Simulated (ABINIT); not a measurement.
# Quasiparticle gap of AlN (P6_3mc) in ABINIT

How does a plane-wave GW calculation on AlN (P6_3mc) run from the first input to the gap?

Calculated with ABINIT 10.8.3; PBE and many-body steps on it, plane waves.

This is a report of a sequence of runs, with most program output left out.

The database entry behind the starting cell differs from later determinations by our own check (inner coordinate u about 0.002 short), so it need not match the best structure at ambient conditions.

### Step 1. The starting structure

The structure is hexagonal, space group P6_3mc (No. 186). The conventional cell has a = 3.113 Å, b = 3.113 Å, c = 4.981 Å, α = 90.00°, β = 90.00°, γ = 120.00°. Nearest to Al lie 4 N at 1.89 Å. Nearest to N lie 4 Al at 1.89 Å. Farther neighbours and most contacts between anions are not listed.

Coordinates:

```cif
data_structure
_symmetry_space_group_name_H-M 'P 1'
_symmetry_Int_Tables_number 1
_cell_length_a 3.1130
_cell_length_b 3.1130
_cell_length_c 4.9810
_cell_angle_alpha 90.000
_cell_angle_beta 90.000
_cell_angle_gamma 120.000
_cell_volume 41.80
loop_
_atom_site_label
_atom_site_type_symbol
_atom_site_fract_x
_atom_site_fract_y
_atom_site_fract_z
_atom_site_occupancy
Al1 Al 0.33333 0.66667 0.00000 1
Al2 Al 0.66667 0.33333 0.50000 1
N3 N 0.33333 0.66667 0.38000 1
N4 N 0.66667 0.33333 0.88000 1
```

The cell and positions come from the Crystallography Open Database and are kept as given unless a step says otherwise.

### Step 2. Ground state

This step: ABINIT 10.8.3; DFT, PBE, plane waves, norm-conserving pseudopotentials.

The ground-state density comes first.

File run.abi:

```
acell 3*1.0 Angstrom
rprim 
  3.113000000011 -0.000000000003 0.000000000000
  -1.556500000003 2.695937081992 0.000000000000
  0.000000000000 0.000000000000 4.981000000000
ntypat 2
znucl 13 7
natom 4
typat 1 1 2 2
xred 
  0.333333333333 0.666666666667 0.000000000000
  0.666666666667 0.333333333333 0.500000000000
  0.333333333333 0.666666666667 0.380000000000
  0.666666666667 0.333333333333 0.880000000000
pp_dirpath "pseudos"
pseudos "Al.upf, N.upf"
ecut 36
ngkpt 6 6 4
nshiftk 1
shiftk 0 0 0
kptopt 1
chksymbreak 0
nband 14
occopt 1
tolvrs 1e-10
nstep 60
prtwf 0
optforces 0
optstress 0
indata_prefix "in"
outdata_prefix "out"
tmpdata_prefix "tmp"
```

Launch:

```sh
> OMP_NUM_THREADS=1 mpirun -n 8 abinit run.abi > log
```

Elapsed: 9.8 s, on 8 MPI ranks of Arm Neoverse N1, shared host; peak memory 0.56 GiB; 78 s of CPU time.

This step gave:

- total energy: -696.2874 eV
- gap: 4.220 eV
- k of the valence top: 0, 0, 0
- k of the conduction bottom: 0, 0, 0
- least direct gap: 4.220 eV

The gap is direct, at Γ.

### Step 3. Bands along the symmetry lines

Levels along a band path, at the cheap level, show where the edges lie and whether the meshes to come will hold them.

File run.abi:

```
acell 3*1.0 Angstrom
rprim 
  3.113000000011 -0.000000000003 0.000000000000
  -1.556500000003 2.695937081992 0.000000000000
  0.000000000000 0.000000000000 4.981000000000
ntypat 2
znucl 13 7
natom 4
typat 1 1 2 2
xred 
  0.333333333333 0.666666666667 0.000000000000
  0.666666666667 0.333333333333 0.500000000000
  0.333333333333 0.666666666667 0.380000000000
  0.666666666667 0.333333333333 0.880000000000
pp_dirpath "pseudos"
pseudos "Al.upf, N.upf"
ecut 36
iscf -2
irdden 1
kptopt 0
nkpt 75
kpt 
  0.00000000 0.00000000 0.00000000
  0.06250000 0.00000000 0.00000000
  0.12500000 0.00000000 0.00000000
  0.18750000 0.00000000 0.00000000
  0.25000000 0.00000000 0.00000000
  0.31250000 0.00000000 0.00000000
  0.37500000 0.00000000 0.00000000
  0.43750000 0.00000000 0.00000000
  0.50000000 0.00000000 0.00000000
  0.47916667 0.04166667 0.00000000
  0.45833333 0.08333333 0.00000000
  0.43750000 0.12500000 0.00000000
  0.41666666 0.16666666 0.00000000
  0.39583333 0.20833333 0.00000000
  0.37500000 0.25000000 0.00000000
  0.35416666 0.29166666 0.00000000
  0.33333333 0.33333333 0.00000000
  0.29166666 0.29166666 0.00000000
  0.25000000 0.25000000 0.00000000
  0.20833333 0.20833333 0.00000000
  0.16666666 0.16666666 0.00000000
  0.12500000 0.12500000 0.00000000
  0.08333333 0.08333333 0.00000000
  0.04166667 0.04166667 0.00000000
  0.00000000 0.00000000 0.00000000
  0.00000000 0.00000000 0.06250000
  0.00000000 0.00000000 0.12500000
  0.00000000 0.00000000 0.18750000
  0.00000000 0.00000000 0.25000000
  0.00000000 0.00000000 0.31250000
  0.00000000 0.00000000 0.37500000
  0.00000000 0.00000000 0.43750000
  0.00000000 0.00000000 0.50000000
  0.06250000 0.00000000 0.50000000
  0.12500000 0.00000000 0.50000000
  0.18750000 0.00000000 0.50000000
  0.25000000 0.00000000 0.50000000
  0.31250000 0.00000000 0.50000000
  0.37500000 0.00000000 0.50000000
  0.43750000 0.00000000 0.50000000
  0.50000000 0.00000000 0.50000000
  0.47916667 0.04166667 0.50000000
  0.45833333 0.08333333 0.50000000
  0.43750000 0.12500000 0.50000000
  0.41666666 0.16666666 0.50000000
  0.39583333 0.20833333 0.50000000
  0.37500000 0.25000000 0.50000000
  0.35416666 0.29166666 0.50000000
  0.33333333 0.33333333 0.50000000
  0.29166666 0.29166666 0.50000000
  0.25000000 0.25000000 0.50000000
  0.20833333 0.20833333 0.50000000
  0.16666666 0.16666666 0.50000000
  0.12500000 0.12500000 0.50000000
  0.08333333 0.08333333 0.50000000
  0.04166667 0.04166667 0.50000000
  0.00000000 0.00000000 0.50000000
  0.50000000 0.00000000 0.50000000
  0.50000000 0.00000000 0.43750000
  0.50000000 0.00000000 0.37500000
  0.50000000 0.00000000 0.31250000
  0.50000000 0.00000000 0.25000000
  0.50000000 0.00000000 0.18750000
  0.50000000 0.00000000 0.12500000
  0.50000000 0.00000000 0.06250000
  0.50000000 0.00000000 0.00000000
  0.33333333 0.33333333 0.50000000
  0.33333333 0.33333333 0.43750000
  0.33333333 0.33333333 0.37500000
  0.33333333 0.33333333 0.31250000
  0.33333333 0.33333333 0.25000000
  0.33333333 0.33333333 0.18750000
  0.33333333 0.33333333 0.12500000
  0.33333333 0.33333333 0.06250000
  0.33333333 0.33333333 0.00000000
istwfk *1
nband 15
nbdbuf 2
tolwfr 1e-08
nstep 40
prtwf 0
prtvol 0
indata_prefix "in"
outdata_prefix "out"
tmpdata_prefix "tmp"
```

Elapsed: 13 s, on 8 MPI ranks; peak memory 0.51 GiB; 1.7 min of CPU time.

Numbers from this step:

```
gap                        : 4.220 eV
k of the valence top       : 0, 0, 0
k of the conduction bottom : 0, 0, 0
least direct gap           : 4.220 eV
```

The gap is 4.220 eV, as in the run before at this level.

The electronic bands at the labelled points (eV, zero at the top of the highest filled band; v1 is the highest filled band, c1 the lowest empty one):

```
    point     v4     v3     v2     v1    c1    c2     c3     c4
        Γ  -0.83  -0.18  -0.18   0.00  4.22  6.68  10.59  11.19
  halfway  -2.43  -1.54  -0.44  -0.38  6.21  7.63   8.10  10.04
        M  -3.33  -2.06  -1.77  -0.66  5.83  5.84   8.21  10.30
  halfway  -3.07  -2.97  -1.86  -1.49  5.54  7.17   8.88  10.08
        K  -3.75  -2.42  -2.37  -2.37  5.07  8.38   9.70   9.70
  halfway  -3.35  -1.67  -0.86  -0.59  6.85  7.48   8.57   9.14
        Γ  -0.83  -0.18  -0.18   0.00  4.22  6.68  10.59  11.19
  halfway  -0.74  -0.74  -0.28  -0.28  5.17  6.79  10.27  11.16
        A  -0.51  -0.51  -0.51  -0.51  6.47  6.47  10.35  10.35
  halfway  -1.58  -1.58  -1.01  -1.01  6.55  6.55   9.52   9.52
        L  -1.44  -1.44  -1.35  -1.35  5.34  5.34   9.32   9.32
  halfway  -2.72  -2.72  -0.92  -0.92  6.19  6.19   9.25   9.25
        H  -3.83  -3.83  -0.78  -0.78  7.44  7.44   7.88   7.88
  halfway  -1.80  -1.80  -1.20  -1.20  6.74  6.74   9.49   9.49
        A  -0.51  -0.51  -0.51  -0.51  6.47  6.47  10.35  10.35
jump to L  -1.44  -1.44  -1.35  -1.35  5.34  5.34   9.32   9.32
  halfway  -2.55  -1.89  -1.19  -0.91  5.09  5.93   9.37   9.47
        M  -3.33  -2.06  -1.77  -0.66  5.83  5.84   8.21  10.30
jump to H  -3.83  -3.83  -0.78  -0.78  7.44  7.44   7.88   7.88
  halfway  -4.41  -2.91  -1.46  -1.46  5.91  8.23   8.70   8.70
        K  -3.75  -2.42  -2.37  -2.37  5.07  8.38   9.70   9.70
```

### Step 4. Empty states on the mesh, 6×6×4 mesh, 129 bands

The sums over transitions need many empty states on a uniform mesh; this step solves for them.

File run.abi:

```
acell 3*1.0 Angstrom
rprim 
  3.113000000011 -0.000000000003 0.000000000000
  -1.556500000003 2.695937081992 0.000000000000
  0.000000000000 0.000000000000 4.981000000000
ntypat 2
znucl 13 7
natom 4
typat 1 1 2 2
xred 
  0.333333333333 0.666666666667 0.000000000000
  0.666666666667 0.333333333333 0.500000000000
  0.333333333333 0.666666666667 0.380000000000
  0.666666666667 0.333333333333 0.880000000000
pp_dirpath "pseudos"
pseudos "Al.upf, N.upf"
ecut 36
ngkpt 6 6 4
nshiftk 1
shiftk 0 0 0
kptopt 1
chksymbreak 0
irdden 1
istwfk *1
nband 129
prtvol 0
optdriver 6
gwr_task "HDIAGO"
paral_kgb 0
occopt 1
indata_prefix "in"
outdata_prefix "out"
tmpdata_prefix "tmp"
```

Run time: 2.4 min. Hardware: 8 MPI ranks; peak memory 4.1 GiB.

Numbers from this step:

- gap: 4.220 eV
- k of the valence top: 0, 0, 0
- k of the conduction bottom: 0, 0, 0
- least direct gap: 4.220 eV
- k points computed: 21
- lowest point of the top converged band, above the valence top: 99.8843 eV

On this mesh the gap is 4.220 eV.

### Step 5. Screening, 6×6×4 mesh, 121 bands, screening to 179.6 eV

The RPA dielectric matrix is built and inverted for each q.

This step: RPA screening on PBE, plane waves, norm-conserving pseudopotentials.

run.abi: that of step 4 with these lines changed.

```diff
@@ -22,10 +22,11 @@
 chksymbreak 0
-irdden 1
 istwfk *1
-nband 129
-prtvol 0
-optdriver 6
-gwr_task "HDIAGO"
-paral_kgb 0
 occopt 1
+irdwfk 1
+optdriver 3
+nband 121
+ecuteps 6.6
+inclvkb 2
+awtr 1
+symchi 1
 indata_prefix "in"
```

Run time: 1.9 min. Hardware: 8 MPI ranks; peak memory 1.7 GiB.

Numbers from this step:

```
ε∞ with local fields, on this mesh, along the program's q direction : 4.214
the same without local fields                                       : 4.642
plasma frequency                                                    : 22.97 eV
plane waves in the screening matrix                                 : 233
```

Local fields lower ε∞ by 9 %.

### Step 6. Self-energy, 6×6×4 mesh, 121 bands, screening to 179.6 eV

The self-energy is evaluated for the states that the input lists, and the levels follow from it, in one-shot runs by the linearised quasiparticle equation.

This step: G0W0 on PBE, plane waves, norm-conserving pseudopotentials.

run.abi: that of step 5 with these lines changed.

```diff
@@ -25,8 +25,15 @@
 irdwfk 1
-optdriver 3
+optdriver 4
 nband 121
+gwcalctyp 0
+ecutsigx 36
+symsigma 1
+nkptgw 1
+kptgw 
+  0.0000000000 0.0000000000 0.0000000000
+bdgw 
+  6 10
 ecuteps 6.6
-inclvkb 2
-awtr 1
-symchi 1
+irdscr 1
+ppmodel 1
 indata_prefix "in"
```

Elapsed: 11 s, on 8 MPI ranks; peak memory 1.7 GiB.

Numbers from this step:

| Property | Result |
| --- | --- |
| G0W0 gap on the points computed | 5.573 eV |
| starting gap on the mesh | 4.220 eV |
| k of the valence top | 0, 0, 0 |
| k of the conduction bottom | 0, 0, 0 |
| Z at the valence top | 0.788 |
| Z at the conduction bottom | 0.818 |
| least direct G0W0 gap on the computed points | 5.573 eV |

The gap on the mesh goes from 4.22 eV to 5.57 eV, a correction of +1.35 eV.

Limits: finite bands, cutoff and mesh. v1 is the top filled band, c1 the lowest empty one. The levels before and after the correction (eV, zero at the valence-band top of each column):

```
           conduction bottom  valence top
Kohn-Sham               4.22         0.00
     G0W0               5.57         0.00
```

```
             level  energy (eV)
Kohn-Sham  Γ v3-v2       -0.180
Kohn-Sham     Γ v1        0.000
Kohn-Sham     Γ c1        4.221
Kohn-Sham     Γ c2        6.676
     G0W0  Γ v3-v2       -0.209
     G0W0     Γ v1        0.000
     G0W0     Γ c1        5.573
     G0W0     Γ c2        8.051
```

### Step 7. Where the time went

Times are wall times on 8 MPI ranks of Arm Neoverse N1, shared host, good to a factor of about two.

```
                          step     time  share  memory (GiB)
                  ground state    9.8 s    3 %          0.56
bands along the symmetry lines     13 s    4 %          0.51
      empty states on the mesh  2.4 min   50 %           4.1
                     screening  1.9 min   38 %           1.7
                   self-energy     11 s    4 %           1.7
```

### Step 8. Summary of results

| Item | Value |
| --- | --- |
| PBE gap | 4.22 eV, direct |
| G0W0 gap on the mesh | 5.57 eV |
| GW settings | 6×6×4 mesh, 121 bands, screening to 179.6 eV, Godby-Needs plasmon pole |
| known limits | not at the basis limit |

G0W0 moves the gap on the mesh from 4.22 eV to 5.57 eV (+1.35 eV), with Z of 0.79 and 0.82 at the edges. Local fields lower the RPA ε∞ on this mesh from 4.64 to 4.21. Only 1 of the mesh's irreducible points was corrected, so a valley elsewhere could overtake. Bands and cutoff are finite, so the gap is not at the basis limit. The miss can reach some tenths of an eV and take either sign; the mesh is an error of its own. In the G0W0 run levels were corrected at 1 k point alone, so a gap called «on the mesh» is the least over those, and an edge elsewhere would be missed.

[Paths, hosts, dates, memory and timing lines, banners, echoed tables and standing remarks are left out of the program output.]

[Logs are printed without paths, hosts, clocks, repeated set-up lines and the standing remarks that a program may print on its own settings, such as how far it seeks lower states.]

[Runs of the session that timed out or met a known fault of the program may be left out.]

[Hosts, paths, dates, database ids (printed as entryN), source tags and the programs' standing remarks are cut or masked in the printed files.]

[G0W0 gaps are taken among the corrected bands and points alone; a level outside them can change the order at an edge.]

[Where Ansatz stands beside ABINIT at settings called matched, ABINIT's density can come from a denser mesh and the files from another edition; pairs whose starting gaps differed by over 0.03 eV were left out, so agreement reads better than it is.]
